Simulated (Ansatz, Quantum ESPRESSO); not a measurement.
# Lithium (Im-3m): phonons by linear response

How does Lithium (Im-3m) vibrate, and is this structure a minimum?

Method: DFT LDA, scalar-relativistic, plane waves, PseudoDojo norm-conserving pseudopotentials, in Quantum ESPRESSO 7.5.

### Step 1. Set-up

Symmetry: Im-3m, No. 229, cubic system. The conventional cell has a = 3.509 Å, b = 3.509 Å, c = 3.509 Å, α = 90.00°, β = 90.00°, γ = 90.00°. Nearest to Li lie 8 Li at 3.04 Å.

### Step 2. A first look

Before anything dear is run, a loose run with smearing shows whether this is a metal and how far the cell is from rest.

The input, probe.in:

```
 &control
    calculation='scf',
    prefix='x',
    outdir='./tmp',
    pseudo_dir='./pseudo',
    tprnfor=.true.,
    tstress=.true.,
    verbosity='high',
 /
 &system
    ibrav=0,
    nat=1,
    ntyp=1,
    ecutwfc=74.0,
    occupations='smearing',
    smearing='gaussian',
    degauss=0.01,
 /
 &electrons
    conv_thr=1.0d-07,
    mixing_beta=0.7,
    electron_maxstep=100,
 /
ATOMIC_SPECIES
 Li      6.9400  Li.upf
CELL_PARAMETERS angstrom
     1.754650000    1.754650000    1.754650000
    -1.754650000    1.754650000    1.754650000
    -1.754650000   -1.754650000    1.754650000
ATOMIC_POSITIONS crystal
 Li     0.000000000   0.000000000   0.000000000
K_POINTS automatic
 8 8 8 0 0 0
```

Launch:

```
$ OMP_NUM_THREADS=1 mpirun -n 2 pw.x -nk 2 -in probe.in > probe.out
```

Output:

```text
[banners, grids, parts of the stress and lines that vanish by symmetry left out]
Program PWSCF v.7.5
     Message from routine setup:
     using ibrav=0 with symmetry is DISCOURAGED, use correct ibrav instead
[...]
kinetic-energy cutoff     =      74.0000  Ry
     charge density cutoff     =     296.0000  Ry
     scf convergence threshold =      1.0E-07
[...]
Exchange-correlation= SLA  PW   NOGX NOGC
                           (   1   4   0   0   0   0   0)
[...]
48 Sym. Ops., with inversion, found
[...]
(     0          1          0      )
                  (     0          0          1      )
[...]
( -0.0000000  1.0000000 -0.0000000 )
                  (  0.0000000 -0.0000000  1.0000000 )
[...]
(     1         -1          1      )
                  (     1          0          0      )
[...]
(  1.0000000  0.0000000 -0.0000000 )
                  ( -0.0000000 -1.0000000 -0.0000000 )
[...]
(     1          0          0      )
                  (     0          0         -1      )
[...]
( -1.0000000 -0.0000000 -0.0000000 )
                  (  0.0000000  1.0000000 -0.0000000 )
[...]
number of k points=    29  Gaussian smearing, width (Ry)=  0.0100
[...]
End of self-consistent calculation
[...]
the Fermi energy is     0.6813 ev
!    total energy              =     -14.23043390 Ry
[...]
convergence has been achieved in   4 iterations
[...]
atom    1 type  1   force =     0.00000000    0.00000000    0.00000000
[...]
Total force =     0.000000     Total SCF correction =     0.000000
[...]
total   stress  (Ry/bohr**3)                   (kbar)     P=      -15.31
[...]
XML data file, charge density, pseudopotentials, collected wavefunctions

   JOB DONE.
```

Elapsed: 2.7 s, on 2 MPI ranks of Intel Xeon Platinum 8488C (Sapphire Rapids), shared host; 3.4 s of CPU time.

This step gave:

* volume per atom: 21.61 Å³
* pressure: -1.531 GPa
* gap on the k-mesh: 0 eV

No gap opens on this mesh, so smearing is kept; the start stands at -1.5 GPa.

### Step 3. Relaxing the cell and atoms

The harmonic expansion starts where the forces on the atoms vanish, and stress shifts the frequencies, so cell and atoms are relaxed with tight thresholds.

The input, relax.in:

```
 &control
    calculation='vc-relax',
    prefix='x',
    outdir='./tmp',
    pseudo_dir='./pseudo',
    tprnfor=.true.,
    tstress=.true.,
    forc_conv_thr=2.0d-05,
    etot_conv_thr=1.0d-07,
    nstep=40,
 /
 &system
    ibrav=0,
    nat=1,
    ntyp=1,
    ecutwfc=74.0,
    occupations='smearing',
    smearing='gaussian',
    degauss=0.02,
 /
 &electrons
    conv_thr=1.0d-11,
    mixing_beta=0.7,
    electron_maxstep=100,
 /
 &ions
 /
 &cell
    press_conv_thr=0.1,
 /
ATOMIC_SPECIES
 Li      6.9400  Li.upf
CELL_PARAMETERS angstrom
     1.754650000    1.754650000    1.754650000
    -1.754650000    1.754650000    1.754650000
    -1.754650000   -1.754650000    1.754650000
ATOMIC_POSITIONS crystal
 Li     0.000000000   0.000000000   0.000000000
K_POINTS automatic
 12 12 12 0 0 0
```

Launch:

```
$ OMP_NUM_THREADS=1 mpirun -n 2 pw.x -nk 2 -in relax.in > relax.out
```

Output:

```text
[banners, grids, parts of the stress and lines that vanish by symmetry left out]
[banner, memory and clock lines left out]
Program PWSCF v.7.5

[...]
kinetic-energy cutoff     =      74.0000  Ry
     charge density cutoff     =     296.0000  Ry
     scf convergence threshold =      1.0E-11
[...]
energy convergence thresh.=      1.0E-07
     force convergence thresh. =      2.0E-05
     press convergence thresh. =      1.0E-01
     Exchange-correlation= SLA  PW   NOGX NOGC
                           (   1   4   0   0   0   0   0)
[...]
48 Sym. Ops., with inversion, found
[...]
number of k points=    72  Gaussian smearing, width (Ry)=  0.0200
[...]
End of self-consistent calculation
[...]
the Fermi energy is     0.6348 ev
!    total energy              =     -14.23151132 Ry
[...]
convergence has been achieved in   5 iterations
[...]
atom    1 type  1   force =     0.00000000    0.00000000    0.00000000
     Total force =     0.000000     Total SCF correction =     0.000000
[...]
total   stress  (Ry/bohr**3)                   (kbar)     P=      -15.32
[...]
number of bfgs steps    =   0
[...]
CELL_PARAMETERS (angstrom)
[...]
ATOMIC_POSITIONS (crystal)
Li               0.0000000000        0.0000000000        0.0000000000
[...]
New effective cutoffs (rho, wfc):  295.98   74.38
[...]
End of self-consistent calculation
[...]
the Fermi energy is     0.6573 ev
!    total energy              =     -14.23162658 Ry
[...]
convergence has been achieved in   3 iterations
[...]
atom    1 type  1   force =     0.00000000    0.00000000    0.00000000
     Total force =     0.000000     Total SCF correction =     0.000000
[...]
total   stress  (Ry/bohr**3)                   (kbar)     P=      -14.53
[...]
number of bfgs steps    =   1
[...]
WARNING: bfgs curvature condition failed, Theta= 0.848
[...]
CELL_PARAMETERS (angstrom)
[...]
ATOMIC_POSITIONS (crystal)
Li               0.0000000000        0.0000000000        0.0000000000
[...]
New effective cutoffs (rho, wfc):  298.31   74.97
[...]
End of self-consistent calculation
[...]
the Fermi energy is     0.6915 ev
!    total energy              =     -14.23178677 Ry
[...]
convergence has been achieved in   4 iterations
[...]
atom    1 type  1   force =     0.00000000    0.00000000    0.00000000
     Total force =     0.000000     Total SCF correction =     0.000000
[...]
total   stress  (Ry/bohr**3)                   (kbar)     P=      -13.30
[...]
number of bfgs steps    =   2
[...]
CELL_PARAMETERS (angstrom)
[...]
ATOMIC_POSITIONS (crystal)
Li               0.0000000000        0.0000000000        0.0000000000
[...]
New effective cutoffs (rho, wfc):  301.86   75.86
[...]
End of self-consistent calculation
[...]
the Fermi energy is     0.7438 ev
!    total energy              =     -14.23199777 Ry
[...]
convergence has been achieved in   4 iterations
[...]
atom    1 type  1   force =     0.00000000    0.00000000    0.00000000
     Total force =     0.000000     Total SCF correction =     0.000000
[...]
number of bfgs steps    =   4
[...]
New effective cutoffs (rho, wfc):  315.75   79.35
[...]
the Fermi energy is     0.9506 ev
!    total energy              =     -14.23245433 Ry
[...]
convergence has been achieved in   4 iterations
[...]
atom    1 type  1   force =     0.00000000    0.00000000    0.00000000
     Total force =     0.000000     Total SCF correction =     0.000000
[...]
total   stress  (Ry/bohr**3)                   (kbar)     P=       -2.88
[...]
number of bfgs steps    =   5
[...]
New effective cutoffs (rho, wfc):  320.27   80.49
[...]
the Fermi energy is     1.0186 ev
!    total energy              =     -14.23247992 Ry
[...]
convergence has been achieved in   4 iterations
[...]
atom    1 type  1   force =     0.00000000    0.00000000    0.00000000
     Total force =     0.000000     Total SCF correction =     0.000000
[...]
total   stress  (Ry/bohr**3)                   (kbar)     P=        0.21
[...]
number of bfgs steps    =   6
[...]
New effective cutoffs (rho, wfc):  319.96   80.41
[...]
the Fermi energy is     1.0139 ev
!    total energy              =     -14.23248005 Ry
[...]
convergence has been achieved in   3 iterations
[...]
atom    1 type  1   force =     0.00000000    0.00000000    0.00000000
     Total force =     0.000000     Total SCF correction =     0.000000
[...]
total   stress  (Ry/bohr**3)                   (kbar)     P=       -0.00
[...]
number of bfgs steps    =   7
[...]
small trust_radius: resetting bfgs history
[...]
CELL_PARAMETERS (angstrom)
[...]
ATOMIC_POSITIONS (crystal)
Li               0.0000000000        0.0000000000        0.0000000000
[...]
New effective cutoffs (rho, wfc):  319.96   80.41
[...]
End of self-consistent calculation
[...]
the Fermi energy is     1.0140 ev
!    total energy              =     -14.23248005 Ry
[...]
convergence has been achieved in   1 iterations
[...]
atom    1 type  1   force =     0.00000000    0.00000000    0.00000000
     Total force =     0.000000     Total SCF correction =     0.000000
[...]
total   stress  (Ry/bohr**3)                   (kbar)     P=       -0.00
[...]
bfgs converged in   9 scf cycles and   8 bfgs steps
[...]
End of BFGS Geometry Optimization
     Final enthalpy           =     -14.2324800488 Ry
     File ./tmp/x.bfgs deleted, as requested
[...]
CELL_PARAMETERS (angstrom)
[...]
ATOMIC_POSITIONS (crystal)
Li               0.0000000000        0.0000000000        0.0000000000
[...]
Final scf calculation at the relaxed structure.
[...]
kinetic-energy cutoff     =      74.0000  Ry
     charge density cutoff     =     296.0000  Ry
     scf convergence threshold =      1.0E-13
[...]
press convergence thresh. =      1.0E-01
     Exchange-correlation= SLA  PW   NOGX NOGC
                           (   1   4   0   0   0   0   0)
[...]
48 Sym. Ops., with inversion, found
[...]
number of k points=    72  Gaussian smearing, width (Ry)=  0.0200
[...]
c_bands:  1 eigenvalues not converged
     c_bands:  1 eigenvalues not converged
     c_bands:  1 eigenvalues not converged
     c_bands:  1 eigenvalues not converged
     c_bands:  1 eigenvalues not converged
     c_bands:  1 eigenvalues not converged
     c_bands:  1 eigenvalues not converged
[...]
End of self-consistent calculation
[...]
the Fermi energy is     1.0140 ev
!    total energy              =     -14.23247291 Ry
[...]
convergence has been achieved in   7 iterations
[...]
atom    1 type  1   force =     0.00000000    0.00000000    0.00000000
     Total force =     0.000000     Total SCF correction =     0.000000
[...]
total   stress  (Ry/bohr**3)                   (kbar)     P=       -0.22
[...]
XML data file, charge density, pseudopotentials, collected wavefunctions
```

It took 15 s on 2 MPI ranks.

The steps of the relaxation:

| step | energy less that of the first step (eV) | largest force (eV/Å) | pressure (GPa) | volume (Å³) |
| --- | --- | --- | --- | --- |
| 1 | 0.0000 | 0.0000 | -1.53 | 21.61 |
| 2 | -0.0016 | 0.0000 | -1.45 | 21.44 |
| 3 | -0.0037 | 0.0000 | -1.33 | 21.19 |
| 4 | -0.0066 | 0.0000 | -1.14 | 20.82 |
| 5 | -0.0100 | 0.0000 | -0.82 | 20.27 |
| 6 | -0.0128 | 0.0000 | -0.29 | 19.46 |
| 7 | -0.0132 | 0.0000 | 0.02 | 19.05 |
| 8 | -0.0132 | 0.0000 | 0.00 | 19.08 |
| 9 | -0.0132 | 0.0000 | 0.00 | 19.08 |
| 10 | -0.0131 | 0.0000 | -0.02 | 19.08 |

| conventional cell, symmetrised | before | after | change |
| --- | --- | --- | --- |
| a (Å) | 3.509 | 3.366 | -4.1 % |
| b (Å) | 3.509 | 3.366 | -4.1 % |
| c (Å) | 3.509 | 3.366 | -4.1 % |
| volume (Å³/atom) | 21.61 | 19.08 | -11.7 % |

The relaxed structure:

```
CELL_PARAMETERS angstrom
1.68322 1.68322 1.68322
-1.68322 1.68322 1.68322
-1.68322 -1.68322 1.68322
ATOMIC_POSITIONS crystal
Li 0.00000 0.00000 0.00000
```

The last row of the table of steps is pw.x's closing run on a basis chosen anew for the final cell, so its energy can jump.

This step gave:

| Item | Value |
| --- | --- |
| volume per atom | 19.08 Å³ |
| pressure | -0.02200 GPa |

The volume changes by -11.7 % from the cell with which this run began.

### Step 4. Self-consistent run for the response

Perturbation theory inherits every error of the wavefunctions, so the threshold is set near the limit of the arithmetic. Smearing stays on, as the first look found no gap above 0.3 eV.

The input, scf.in:

```
 &control
    calculation='scf',
    prefix='x',
    outdir='./tmp',
    pseudo_dir='./pseudo',
    tprnfor=.true.,
    tstress=.true.,
 /
 &system
    ibrav=0,
    nat=1,
    ntyp=1,
    ecutwfc=74.0,
    occupations='smearing',
    smearing='gaussian',
    degauss=0.02,
 /
 &electrons
    conv_thr=1.0d-12,
    mixing_beta=0.7,
    electron_maxstep=100,
 /
ATOMIC_SPECIES
 Li      6.9400  Li.upf
CELL_PARAMETERS angstrom
     1.683217024    1.683217024    1.683217024
    -1.683217024    1.683217024    1.683217024
    -1.683217024   -1.683217024    1.683217024
ATOMIC_POSITIONS crystal
 Li     0.000000000   0.000000000   0.000000000
K_POINTS automatic
 12 12 12 0 0 0
```

Launch:

```
$ OMP_NUM_THREADS=1 mpirun -n 2 pw.x -nk 2 -in scf.in > scf.out
```

Output:

```text
[banners, grids, parts of the stress and lines that vanish by symmetry left out]
[banner, memory and clock lines left out]
Program PWSCF v.7.5

[...]
kinetic-energy cutoff     =      74.0000  Ry
     charge density cutoff     =     296.0000  Ry
     scf convergence threshold =      1.0E-12
[...]
Exchange-correlation= SLA  PW   NOGX NOGC
                           (   1   4   0   0   0   0   0)
[...]
48 Sym. Ops., with inversion, found
[...]
number of k points=    72  Gaussian smearing, width (Ry)=  0.0200
[...]
End of self-consistent calculation
[...]
the Fermi energy is     1.0140 ev
!    total energy              =     -14.23247291 Ry
[...]
convergence has been achieved in   6 iterations
[...]
atom    1 type  1   force =     0.00000000    0.00000000    0.00000000
     Total force =     0.000000     Total SCF correction =     0.000000
[...]
total   stress  (Ry/bohr**3)                   (kbar)     P=       -0.22
[...]
XML data file, charge density, pseudopotentials, collected wavefunctions
```

The job ended after 4.3 s (2 MPI ranks; 7.3 s of CPU time).

The cell stands at -0.022 GPa, close enough for phonons.

### Step 5. Levels on a dense mesh

The coupling is a sum over pairs of states at the Fermi level and needs a much denser mesh than the density does.

scf_fit.in, as its differences from scf.in of step 4:

```diff
@@ -16,5 +16,6 @@
     degauss=0.02,
+    la2F=.true.,
  /
  &electrons
-    conv_thr=1.0d-12,
+    conv_thr=1.0d-10,
     mixing_beta=0.7,
@@ -31,2 +32,2 @@
 K_POINTS automatic
- 12 12 12 0 0 0
+ 24 24 24 0 0 0
```

Launch:

```
$ OMP_NUM_THREADS=1 mpirun -n 2 pw.x -nk 2 -in scf_fit.in > scf_fit.out
```

Output:

```text
[banners, grids, parts of the stress and lines that vanish by symmetry left out]
[banner, memory and clock lines left out]
Program PWSCF v.7.5

[...]
kinetic-energy cutoff     =      74.0000  Ry
     charge density cutoff     =     296.0000  Ry
     scf convergence threshold =      1.0E-10
[...]
Exchange-correlation= SLA  PW   NOGX NOGC
                           (   1   4   0   0   0   0   0)
[...]
48 Sym. Ops., with inversion, found
[...]
number of k points=   413  Gaussian smearing, width (Ry)=  0.0200
[...]
End of self-consistent calculation
[...]
the Fermi energy is     1.0311 ev
!    total energy              =     -14.23261349 Ry
[...]
convergence has been achieved in   5 iterations
[...]
atom    1 type  1   force =     0.00000000    0.00000000    0.00000000
     Total force =     0.000000     Total SCF correction =     0.000000
[...]
total   stress  (Ry/bohr**3)                   (kbar)     P=       -0.49
[...]
XML data file, charge density, pseudopotentials, collected wavefunctions
```

Elapsed: 13 s, on 2 MPI ranks.

Read from the output:

```yaml
pressure: -0.04900 GPa
```

### Step 6. Self-consistent run for the response

The run on the dense mesh left its levels for the electron-phonon sums; ph.x needs the ground state on the coarse mesh, so pw.x runs once more in the same folder.

scf.in is that of step 4.

Launch:

```
$ OMP_NUM_THREADS=1 mpirun -n 2 pw.x -nk 2 -in scf.in > scf.out
```

Output:

```text
[banners, grids, parts of the stress and lines that vanish by symmetry left out]
[banner, memory and clock lines left out]
Program PWSCF v.7.5

[...]
kinetic-energy cutoff     =      74.0000  Ry
     charge density cutoff     =     296.0000  Ry
     scf convergence threshold =      1.0E-12
[...]
Exchange-correlation= SLA  PW   NOGX NOGC
                           (   1   4   0   0   0   0   0)
[...]
48 Sym. Ops., with inversion, found
[...]
number of k points=    72  Gaussian smearing, width (Ry)=  0.0200
[...]
End of self-consistent calculation
[...]
the Fermi energy is     1.0140 ev
!    total energy              =     -14.23247291 Ry
[...]
convergence has been achieved in   6 iterations
[...]
atom    1 type  1   force =     0.00000000    0.00000000    0.00000000
     Total force =     0.000000     Total SCF correction =     0.000000
[...]
total   stress  (Ry/bohr**3)                   (kbar)     P=       -0.22
[...]
XML data file, charge density, pseudopotentials, collected wavefunctions
```

Run time: 3.4 s. Hardware: 2 MPI ranks; 5.7 s of CPU time.

This step gave:

| Property | Result |
| --- | --- |
| pressure | -0.02200 GPa |

(Continued in part 2 of 3.)

[Host names and launcher messages were left out of these logs when they were recorded.]

[Logs are printed without paths, hosts, clocks, repeated set-up lines and the standing remarks that a program may print on its own settings, such as how far it seeks lower states.]

[Hosts, paths, dates, database ids (printed as entryN), source tags and the programs' standing remarks are cut or masked in the printed files.]
